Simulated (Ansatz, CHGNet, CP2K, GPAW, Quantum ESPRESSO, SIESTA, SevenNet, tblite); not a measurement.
**Forces in Rh(111)/Al(100) interface (85 atoms), program by program**

Aim: forces, pressure of Rh(111)/Al(100) interface (85 atoms) at one geometry, from other programs and methods, against plane-wave PBE.

Results are calculated, not measured.

### Step 1. The cell

The cell holds 85 atoms (40 Rh and 45 Al), with edges of 14.27, 9.19 and 11.73 Å. Recipe: fcc Rh(111), 2 repeat layers, 20 surface cells, strained +0.31 and -1.39 %; fcc Al(100), 3 layers, 15 cells, -0.31 and +1.43 %; outer planes 2.75 Å apart and 2.74 Å at the second interface of the periodic stack; not relaxed, displaced by a Gaussian of 0.02 Å. Then every atom was moved at random, 0.03 Å r.m.s. a Cartesian component. The density is 6.08 g/cm³.

### Step 2. The reference input

Quantum ESPRESSO 7.5: Kohn-Sham DFT, PBE, SSSP efficiency 1.3.0 pseudopotentials, plane waves. Its input, pw.in:

```
&control
  calculation = 'scf'
  pseudo_dir = './pseudo'
  outdir = './tmp'
  disk_io = 'none'
  tprnfor = .true.
  tstress = .true.
/
&system
  ibrav = 0
  nat = 85
  ntyp = 2
  ecutwfc = 45
  ecutrho = 360
  nosym = .true.
  occupations = 'smearing'
  smearing = 'fd'
  degauss = 0.003675
/
&electrons
  conv_thr = 4.3e-07
  electron_maxstep = 100
  mixing_beta = 0.2
  mixing_mode = 'local-TF'
  diagonalization = 'david'
/
ATOMIC_SPECIES
Rh 102.906 Rh.upf
Al 26.982 Al.upf
CELL_PARAMETERS angstrom
14.27420 0.00000 0.00000
-2.95580 8.69714 0.00000
0.00000 0.00000 11.72688
ATOMIC_POSITIONS crystal
Rh 0.80262 0.90222 0.00192
Rh 0.79877 0.56318 0.18626
Rh 0.90006 0.69779 0.00311
Rh 0.90332 0.37445 0.19100
[... 79 atom lines left out ...]
Al 0.12504 0.70199 0.59696
Al 0.26317 0.87230 0.77093
K_POINTS gamma
```

```console
$ OMP_NUM_THREADS=1 mpirun -np 4 pw.x -in pw.in > output.txt
```

Wall time 4 min (4 MPI ranks of Arm Neoverse V2, shared host); peak memory 4 GiB.

It converged with an r.m.s. force component of 0.60 eV/Å and a pressure of -4.8 GPa.

### Step 3. What was run beside it

- CHGNet: machine-learned potential, published weights.
- CP2K 2026.2: Gaussian basis with GTH pseudopotentials and a plane-wave density; labels give functional, basis (MOLOPT sets; SR short-range, UZH the newer set with its own potentials), grid cutoff/relative cutoff and solver (OT: orbital transformation; TRS4, TC2, SIGN: linear-scaling purification with its sparsity filter), or its built-in tight binding.
- SIESTA 5.4.2: numerical atomic orbitals, whose automatically made sets are far from complete, with PseudoDojo norm-conserving potentials that we converted to its format (checked against plane waves on the same files for H, C, O, Si, Ge and Ca alone); labels give functional, basis size, energy shift and mesh cutoff.
- SevenNet: machine-learned potential, published weights.
- tblite 0.8.0: extended tight binding, driven from Python.

All use the same cell and atoms, and the electronic-structure runs the same k-mesh.

### Step 4. Side by side

Differences are against the reference: forces as r.m.s. over components, share as that over the reference's r.m.s. force, slope as the fitted ratio of a run's forces to the reference's.

```
                                                               run  Δ force, r.m.s. (meV/Å)  share (%)  slope  Δ pressure (GPa)  cores  CPU time  memory (GiB)
                                                         reference                        -          -      -                 -      4    16 min           4.0
                                            CHGNet 0.3.0 potential                      257       42.5  1.314             -1.43      1     3.5 s           1.3
             CP2K BLYP, DZVP-MOLOPT-SR, 350/50 Ry, diagonalisation                      208       34.4  1.152              6.66      4    29 min           4.8
             CP2K PBE+D3(BJ), DZVP-UZH, 350/50 Ry, diagonalisation                     26.0       4.31  1.020             -3.04      4    39 min           5.0
 CP2K PBE, DZVP-MOLOPT (SR for Rh, Al), 350/50 Ry, diagonalisation                     44.6       7.38  1.041             0.855      4    30 min           4.7
                    CP2K PBE, DZVP-UZH, 350/50 Ry, diagonalisation                     29.9       4.94  1.017             0.875      4    39 min           4.9
               SIESTA PBE, DZ, shift 0.01 Ry, mesh 300 Ry (coarse)                      190       31.4  1.261            -0.749      1     5 min           1.1
                       SIESTA PBE, DZP, shift 0.01 Ry, mesh 300 Ry                     88.6       14.7  1.135           -0.0156      2    16 min           2.0
              SIESTA PBE, SZP, shift 0.01 Ry, mesh 300 Ry (coarse)                      228       37.7  1.359              4.43      2    11 min           1.8
SIESTA optB88-vdW, PBE potentials, DZP, shift 0.01 Ry, mesh 300 Ry                      112       18.6  1.178              1.66      4    30 min           3.2
                                              SevenNet 0 potential                      145       24.0  1.009            -0.342      1     6.3 s          0.86
                                           SevenNet l3i5 potential                      314       51.9  1.410              2.33      1     8.2 s           1.3
                                                   tblite GFN2-xTB                      361       59.7  0.871             -5.97      1      25 s          0.17
                                                  tblite IPEA1-xTB                      247       40.9  0.999              9.99      1      10 s          0.17
```

Rows marked coarse use a setting chosen to be so.

Times of the machine-learned potentials are mostly Python's start and the loading of weights.

CPU time is summed over cores on shared hosts, so it is rough.

### Step 5. What came out

Forces lie from 4.3 % (CP2K PBE+D3(BJ), DZVP-UZH, 350/50 Ry, diagonalisation) to 60 % (tblite GFN2-xTB) of the reference's r.m.s. force of 0.60 eV/Å away from it. The PBE runs in local orbitals, coarse settings apart, differ by 4.9 % (CP2K PBE, DZVP-UZH, 350/50 Ry, diagonalisation) to 15 % (SIESTA PBE, DZP, shift 0.01 Ry, mesh 300 Ry); basis, grid and potentials can all enter. Tight binding differs by 41 % (tblite IPEA1-xTB) to 60 % (tblite GFN2-xTB); it is another model, with fitted parameters of its own, and the xTB methods hold dispersion. Machine-learned potentials differ by 24 % (SevenNet 0 potential) to 52 % (SevenNet l3i5 potential); they were trained on other programs' data.

Rows with another functional or a dispersion term differ by 4.3 % (CP2K PBE+D3(BJ), DZVP-UZH, 350/50 Ry, diagonalisation) to 34 % (CP2K BLYP, DZVP-MOLOPT-SR, 350/50 Ry, diagonalisation), which mixes the change of model with differences of basis and potentials, some of them made for another functional. IPEA1-xTB was fitted to ionisation energies and electron affinities, not to forces or charges. Runs with settings chosen to be coarse differ by 31 % (SIESTA PBE, DZ, shift 0.01 Ry, mesh 300 Ry) to 38 % (SIESTA PBE, SZP, shift 0.01 Ry, mesh 300 Ry), their programs' other errors included. SIESTA PBE, SZP, shift 0.01 Ry, mesh 300 Ry stiffens the forces by a factor of 1.36 while following their directions (correlation 0.996); the slopes of the 4 SIESTA runs lie between 1.14 and 1.36. Pressures at PBE, coarse settings apart, lie -0.02 to +0.88 GPa from the reference's.

**Limits.** Periodic xTB results under one method name differ between programs and library versions. The reference's pressure holds the uncorrected Pulay stress of its 45 Ry basis, so small pressure differences, may be the reference's own error. The electron count is odd in these runs, and they have no spin polarisation, so the unpaired electron is spread evenly over both spins. Machine-learned potentials mimic data converged in k, so the reference's own k-point error enters their differences. The reference's stress is far from hydrostatic: its diagonal is -4.2, 4.9, -15.1 GPa, compression counted positive. The host structure and its lattice constant were typed by rule, without a check against the phase diagram. The electron count is odd and the run has no spin polarisation, so levels at the top are partly filled by construction. The electronic-structure runs sample only Γ, in a cell whose shortest periodic width is 9 Å, which is coarse for a cell with partly filled levels. The reference's pressure of -4.8 GPa reflects the volume that the recipe set, positions that aren't this level's minimum and the coarse k-sampling. Spin–orbit coupling is left out. Where levels are smeared, the DFT runs use Fermi–Dirac occupations at 580 K (0.05 eV), and energies are free energies. The atoms were displaced at random, and shares hang on the size of the forces that this gives. The reference's cutoffs and mesh weren't converged further here.

[Long decimals in the printed logs are rounded to 6 places.]

[Logs are printed without paths, hosts, clocks, repeated set-up lines and the standing remarks that a program may print on its own settings, such as how far it seeks lower states.]

[Hosts, paths, dates, database ids (printed as entryN), source tags and the programs' standing remarks are cut or masked in the printed files.]

[Only finished runs are shown, without SIESTA runs on faulty potentials for Cu, Fe, Ni or Zn; cells were taken only where this reference lay near another plane-wave run.]
